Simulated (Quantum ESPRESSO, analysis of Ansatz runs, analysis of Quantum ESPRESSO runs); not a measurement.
# Substitutional N in diamond: charge-transition level against experiment (Quantum ESPRESSO), part 4 of 4

Aim: the charge-transition level of substitutional N in diamond, to be set beside the measurement. Set-up: PBE, JTH 2.0 PBE, 32-site cell, PBE lattice, k: the single point 1/4 1/4 1/4 then 2x2x2 shifted, started with the impurity moved along one bond, dielectric constants 5.7 and 5.7 (handbook). The model is a cell of 32 host atoms with 1 C taken out and 1 N put in. The level is the Fermi energy at which two charge states have equal formation energy, after a correction for the images of the charge. Other potentials or another program check that the number doesn't hang on one set of files.

Quantum ESPRESSO 7.5; PBE, JTH 2.0 PBE, 32-site cell, PBE lattice, k: the single point 1/4 1/4 1/4 then 2x2x2 shifted, started with the impurity moved along one bond, dielectric constants 5.7 and 5.7 (handbook).

So far: Set-up; Relaxation, charge +1; Single point, charge +1; Relaxation, charge 0.

### Step 5. Single point, charge 0

This step: Quantum ESPRESSO plane-wave DFT, PBE, JTH 2.0 PBE potentials; single point of a defect supercell.

File pw.in:

```
&CONTROL
  calculation = 'scf'
  prefix = 'pwscf'
  outdir = './tmp'
  pseudo_dir = './pseudo'
  tprnfor = .true.
  disk_io = 'low'
/
&SYSTEM
  ibrav = 0
  nat = 32
  ntyp = 2
  ecutwfc = 40
  ecutrho = 240
  nbnd = 69
  occupations = 'smearing'
  smearing = 'fd'
  degauss = 0.00073499
  nspin = 2
  starting_magnetization(1) = 0.125
  starting_magnetization(2) = 0.1
  tot_magnetization = 1
  nosym = .true.
/
&ELECTRONS
  conv_thr = 3d-08
  electron_maxstep = 100
  mixing_beta = 0.3
/
ATOMIC_SPECIES
C     12.0110 C.GGA_PBE-JTH.UPF
N     14.0070 N.GGA_PBE-JTH.UPF
CELL_PARAMETERS angstrom
  -3.5736125014    3.5736125014    3.5736125014
   3.5736125014   -3.5736125014    3.5736125014
   3.5736125014    3.5736125014   -3.5736125014
ATOMIC_POSITIONS crystal
C     -0.0006525990   -0.0003306269    0.4999684720
C     -0.0055150961    0.2474231323    0.2466385694
[... 4 atom lines left out ...]
C      0.2501173463    0.4981011445    0.7465055256
C      0.2501074707    0.7472797899    0.4972763275
[... 1 atom line left out ...]
C      0.4977876648    0.2504207691    0.7465131599
N      0.4616419195    0.4619678462    0.4612021087
C      0.4977610438    0.7472882040    0.2496539519
[... 1 atom line left out ...]
C      0.7469329915    0.2504044374    0.4972928137
C      0.7469963186    0.4981350904    0.2496608543
C      0.7533806229    0.7537433021    0.0027308110
[... 6 atom lines left out ...]
C      0.2437834241    0.4911751446    0.4903864620
[... 2 atom lines left out ...]
C      0.4907810764    0.2440516456    0.4903479006
C      0.4908261236    0.4911633884    0.2433124788
[... 4 atom lines left out ...]
C      0.7896485537    0.7899908626    0.7891941249
K_POINTS automatic
2 2 2 1 1 1
```

File pp_potential.in:

```
&INPUTPP
  prefix = 'pwscf'
  outdir = './tmp'
  filplot = 'potential.dat'
  plot_num = 11
/
&PLOT
  nfile = 1
  filepp(1) = 'potential.dat'
  iflag = 3
  output_format = 6
  fileout = 'potential.cube'
/
```

Launch:

```sh
OMP_NUM_THREADS=1 mpirun -n 4 pw.x -nk 2 -in pw.in > pw.out
OMP_NUM_THREADS=1 mpirun -n 4 pp.x -in pp_potential.in > pp_potential.out
```

Log:

```text
[banner, memory and clock lines left out]
          URL

     file C.GGA_PBE-JTH.UPF: wavefunction(s)  0S 2P 0P renormalized
     file N.GGA_PBE-JTH.UPF: wavefunction(s)  0S 0P renormalized

     bravais-lattice index     =            0
     lattice parameter (alat)  =      11.6968  a.u.
     unit-cell volume          =    1231.9100 (a.u.)^3
     number of atoms/cell      =           32
     number of atomic types    =            2
     number of electrons       =       129.00 (up:  65.00, down:  64.00)
     number of Kohn-Sham states=           69
     kinetic-energy cutoff     =      40.0000  Ry
     charge density cutoff     =     240.0000  Ry
     scf convergence threshold =      3.0E-08
     mixing beta               =       0.3000
     number of iterations used =            8  plain     mixing
     Exchange-correlation= SLA PW PBX PBC
                           (   1   4   3   4   0   0   0)

     celldm(1)=  11.696797  celldm(2)=   0.000000  celldm(3)=   0.000000
     celldm(4)=   0.000000  celldm(5)=   0.000000  celldm(6)=   0.000000

     crystal axes: (cart. coord. in units of alat)
               a(1) = (  -0.577350   0.577350   0.577350 )
               a(2) = (   0.577350  -0.577350   0.577350 )
               a(3) = (   0.577350   0.577350  -0.577350 )

     reciprocal axes: (cart. coord. in units 2 pi/alat)
               b(1) = ( -0.000000  0.866025  0.866025 )
               b(2) = (  0.866025 -0.000000  0.866025 )
               b(3) = (  0.866025  0.866025  0.000000 )

     PseudoPot. # 1 for C  read from file:
     C.GGA_PBE-JTH.UPF
     Pseudo is Projector augmented-wave + core cor, Zval =  4.0
     Generated using ATOMPAW code
     Shape of augmentation charge: SINC**2
     Using radial grid of  920 points,  4 beta functions with:
                l(1) =   0
                l(2) =   0
                l(3) =   1
                l(4) =   1
     Q(r) pseudized with 0 coefficients

     PseudoPot. # 2 for N  read from file:
     N.GGA_PBE-JTH.UPF
     Pseudo is Projector augmented-wave + core cor, Zval =  5.0
     Generated using ATOMPAW code
     Shape of augmentation charge: SINC**2
     Using radial grid of  933 points,  4 beta functions with:
                l(1) =   0
                l(2) =   0
                l(3) =   1
                l(4) =   1
     Q(r) pseudized with 0 coefficients

     atomic species   valence    mass     pseudopotential
     C                 4.00    12.01100     C ( 1.00)
     N                 5.00    14.00700     N ( 1.00)

     Starting magnetic structure
     atomic species   magnetization
     C               0.125
     N               0.100

     No symmetry found

   Cartesian axes

     site n.     atom                  positions (alat units)
         1        C      tau(   1) = (   0.2888428   0.2884710  -0.2892246  )
         2        C      tau(   2) = (   0.2884308  -0.0036371  -0.0027312  )
         3        C      tau(   3) = (   0.2888491  -0.2901416   0.2893913  )
         4        C      tau(   4) = (   0.8680154   0.0013932   0.0022999  )
         5        C      tau(   5) = (  -0.0033033   0.2880698  -0.0027976  )
         6        C      tau(   6) = (  -0.0032583  -0.0036609   0.2889716  )
         7        C      tau(   7) = (   0.5741687   0.2878217   0.0009890  )
         8        C      tau(   8) = (   0.5741452   0.0000600   0.2887392  )
         9        C      tau(   9) = (  -0.2897753   0.2884579   0.2893972  )
        10        C      tau(  10) = (   0.2881822   0.5738169   0.0009788  )
        11        N      tau(  11) = (   0.2664633   0.2660870   0.2669712  )
[...]
28        C      tau(  28) = (   0.1422684  -0.1446501   0.7219577  )
        29        C      tau(  29) = (  -0.1442619   0.7210520   0.1427797  )
        30        C      tau(  30) = (  -0.1453866   0.4309859   0.4319233  )
        31        C      tau(  31) = (  -0.1442350   0.1418811   0.7219894  )
        32        C      tau(  32) = (   0.4558391   0.4554438   0.4563638  )

     number of k points=     4  Fermi-Dirac smearing, width (Ry)=  0.0007
                       cart. coord. in units 2pi/alat
        k(    1) = (   0.4330127   0.4330127   0.4330127), wk =   0.2500000
        k(    2) = (   0.0000000   0.0000000   0.4330127), wk =   0.2500000
        k(    3) = (   0.0000000   0.4330127   0.0000000), wk =   0.2500000
        k(    4) = (  -0.4330127   0.0000000   0.0000000), wk =   0.2500000

     Dense  grid:    77413 G-vectors     FFT dimensions: (  60,  60,  60)

     Smooth grid:    42147 G-vectors     FFT dimensions: (  48,  48,  48)

     Check: negative core charge=   -0.000056
     Generating pointlists ...
     new r_m :   0.0986 (alat units)  1.1527 (a.u.) for type    1
     new r_m :   0.0986 (alat units)  1.1527 (a.u.) for type    2

     Initial potential from superposition of free atoms

     starting charge     128.9987, renormalised to     129.0000
     Starting wfcs are  256 randomized atomic wfcs
     Checking if some PAW data can be deallocated...

     Self-consistent Calculation

     iteration #  1     ecut=    40.00 Ry     beta= 0.30
     Davidson diagonalization with overlap
     ethr =  1.00E-02,  avg # of iterations =  2.0

[...]
estimated scf accuracy    <       0.00000129 Ry

     total magnetization       =     1.00 Bohr mag/cell
     absolute magnetization    =     1.10 Bohr mag/cell

     iteration # 10     ecut=    40.00 Ry     beta= 0.30
     Davidson diagonalization with overlap
     ethr =  1.00E-09,  avg # of iterations =  3.5

     total energy              =    -599.40165393 Ry
     estimated scf accuracy    <       0.00000023 Ry

     total magnetization       =     1.00 Bohr mag/cell
     absolute magnetization    =     1.10 Bohr mag/cell

     iteration # 11     ecut=    40.00 Ry     beta= 0.30
     Davidson diagonalization with overlap
     ethr =  1.79E-10,  avg # of iterations =  3.5

     total energy              =    -599.40165418 Ry
     estimated scf accuracy    <       0.00000007 Ry

     total magnetization       =     1.00 Bohr mag/cell
     absolute magnetization    =     1.10 Bohr mag/cell

     iteration # 12     ecut=    40.00 Ry     beta= 0.30
     Davidson diagonalization with overlap
     ethr =  5.43E-11,  avg # of iterations =  4.0

     Magnetic moment per site  (integrated on atomic sphere of radius R)
     atom   1 (R=0.099)  charge=  1.8296  magn=  0.0068
     atom   2 (R=0.099)  charge=  1.8330  magn=  0.0024
     atom   3 (R=0.099)  charge=  1.8292  magn=  0.0068
     atom   4 (R=0.099)  charge=  1.8414  magn= -0.0085
     atom   5 (R=0.099)  charge=  1.8331  magn=  0.0024
     atom   6 (R=0.099)  charge=  1.8328  magn=  0.0024
     atom   7 (R=0.099)  charge=  1.8109  magn=  0.0012
     atom   8 (R=0.099)  charge=  1.8110  magn=  0.0012
     atom   9 (R=0.099)  charge=  1.8293  magn=  0.0067
     atom  10 (R=0.099)  charge=  1.8107  magn=  0.0012
[...]
atom  28 (R=0.099)  charge=  1.8100  magn=  0.0047
     atom  29 (R=0.099)  charge=  1.8103  magn=  0.0046
     atom  30 (R=0.099)  charge=  1.8336  magn=  0.0049
     atom  31 (R=0.099)  charge=  1.8098  magn=  0.0047
     atom  32 (R=0.099)  charge=  1.8483  magn=  0.2748

     End of self-consistent calculation

 ------ SPIN UP ------------

          k = 0.4330 0.4330 0.4330 (  5276 PWs)   bands (ev):

    -7.7479  -6.5203  -6.5194  -6.4804  -4.1442  -2.5736  -2.5734  -2.3296
    -2.3091  -2.3080  -2.2123  -2.2115  -2.1181  -2.1017  -2.1010  -1.8281
     1.4599   1.9750   1.9753   2.2928   2.3497   2.3503   2.4447   2.4670
     2.4675   2.5279   2.5282   2.8928   5.5295   5.5296   5.8928   6.2328
     6.3067   6.3069   6.4550   6.4555   6.4646   6.4809   6.6157   6.6457
     6.6461   6.6964   6.6968   7.0544   7.8274   7.8277   8.1970   8.1974
     8.2766   8.3036   8.3040   8.3629   8.4432   8.4441   8.4810   8.7400
    10.9969  10.9975  11.3617  11.3620  11.4731  11.4739  11.5245  11.9403
    15.5938  18.3929  18.9599  18.9604  19.1808

          k = 0.0000 0.0000 0.4330 (  5258 PWs)   bands (ev):

    -8.1140  -6.5240  -5.4839  -5.4179  -5.3182  -4.0715  -3.4027  -3.3642
    -3.3364  -3.0811  -1.8514  -1.3793  -1.3016  -1.2470   0.1924   0.5242
[...]
15.6442  17.4380  18.5320  19.2341  19.4891

          k = 0.0000 0.4330 0.0000 (  5258 PWs)   bands (ev):

[...]
15.6441  17.4382  18.5320  19.2343  19.4891

          k =-0.4330 0.0000 0.0000 (  5258 PWs)   bands (ev):

[...]
15.6442  17.4378  18.5320  19.2347  19.4891

 ------ SPIN DOWN ----------

          k = 0.4330 0.4330 0.4330 (  5276 PWs)   bands (ev):

[...]
16.7257  18.4733  18.9831  18.9833  19.1961

          k = 0.0000 0.0000 0.4330 (  5258 PWs)   bands (ev):

[...]
16.6102  17.6160  18.6323  19.3011  19.5153

          k = 0.0000 0.4330 0.0000 (  5258 PWs)   bands (ev):

[...]
16.6101  17.6162  18.6323  19.3013  19.5153

          k =-0.4330 0.0000 0.0000 (  5258 PWs)   bands (ev):

[...]
2.8606   2.9918   4.1326   4.1914   4.3322   4.4201   4.6393   5.5936
     5.6400   5.9295   6.0077   6.2973   6.4538   6.7219   6.8680   7.2144
     7.3312   7.4987   7.5674   7.5804   7.6689   7.7580   7.7645   7.8649
     8.1266   8.4460   8.5781   8.6045   8.9345   9.8566   9.9773  10.1694
    10.2366  10.3047  10.3836  10.4935  10.7995  11.3950  11.5637  12.1407
    16.6102  17.6158  18.6323  19.3017  19.5154

     the spin up/dw Fermi energies are    16.1367   12.6581 ev

!    total energy              =    -599.40165426 Ry
     total all-electron energy =      -599.401654 Ry
     estimated scf accuracy    <       0.00000001 Ry
     smearing contrib. (-TS)   =       0.00000000 Ry
     internal energy E=F+TS    =    -599.40165426 Ry

     The total energy is F=E-TS. E is the sum of the following terms:
     one-electron contribution =     130.83333364 Ry
     hartree contribution      =      33.88326879 Ry
     xc contribution           =    -146.49362100 Ry
     ewald contribution        =    -414.05836169 Ry
     one-center paw contrib.   =    -203.56627400 Ry

     total magnetization       =     1.00 Bohr mag/cell
     absolute magnetization    =     1.10 Bohr mag/cell

     convergence has been achieved in  12 iterations

     Forces acting on atoms (cartesian axes, Ry/au):

     atom    1 type  1   force =    -0.00024657   -0.00034751   -0.00187172
     atom    2 type  1   force =    -0.00038067   -0.00139350   -0.00137375
     atom    3 type  1   force =    -0.00032389   -0.00191810   -0.00037172
     atom    4 type  1   force =    -0.00229193   -0.00046716   -0.00036697
     atom    5 type  1   force =    -0.00113642   -0.00063056   -0.00097743
     atom    6 type  1   force =    -0.00138008   -0.00114765   -0.00056222
     atom    7 type  1   force =     0.00009979    0.00095488   -0.00052390
     atom    8 type  1   force =     0.00013903   -0.00029394    0.00094630
     atom    9 type  1   force =    -0.00176538   -0.00036935   -0.00041915
     atom   10 type  1   force =     0.00114909   -0.00011997   -0.00043168
[...]
atom   28 type  1   force =     0.00001604   -0.00058569    0.00023949
     atom   29 type  1   force =    -0.00063226    0.00013610    0.00022532
     atom   30 type  1   force =     0.00180538    0.00050667    0.00041187
     atom   31 type  1   force =    -0.00083221   -0.00000725    0.00002972
     atom   32 type  1   force =    -0.00638579   -0.00634693   -0.00619043

     Total force =     0.019942     Total SCF correction =     0.000149
```

Elapsed: 39 s, on 4 MPI ranks of Arm Neoverse V1, shared host; peak memory 0.46 GiB.

This step gave:

```yaml
total_moment: 1.0000 μB
integral_of_the_absolute_spin_density: 1.099 μB
```

### Step 6. Charge-transition levels

Analysis of the runs above: levels from Quantum ESPRESSO plane-wave DFT, PBE, JTH 2.0 PBE potentials energies with an image-charge correction aligned at atomic sites (own code after Kumagai and Oba).

It gives:

| Item | Value |
| --- | --- |
| gap | 4.123 eV |

### Step 7. What came out

| Property | Result |
| --- | --- |
| static dielectric constant used | 5.7 |
| band gap of the host | 4.12 eV |
| (plus 1/0) level below the conduction-band bottom | 1.36 eV |

What this shows: (+1/0) level below the conduction-band bottom: computed 1.36 eV, measured 1.7 eV; 0.34 eV shallower than the measurement. The level is counted in a gap of 4.12 eV, and the correction is screened by a dielectric constant of 5.7 from a handbook. Levels hang on the band edges, which semilocal functionals place too close together. Limits: the periodic copies of the defect are only 6.2 Å apart.

[Logs are printed without paths, hosts, clocks, repeated set-up lines and the standing remarks that a program may print on its own settings, such as how far it seeks lower states.]

[Hosts, paths, dates, database ids (printed as entryN), source tags and the programs' standing remarks are cut or masked in the printed files.]

[For some hosts the program warned that the k-mesh of the response run may be too coarse for force constants and the static dielectric constant; such warnings are not shown here.]
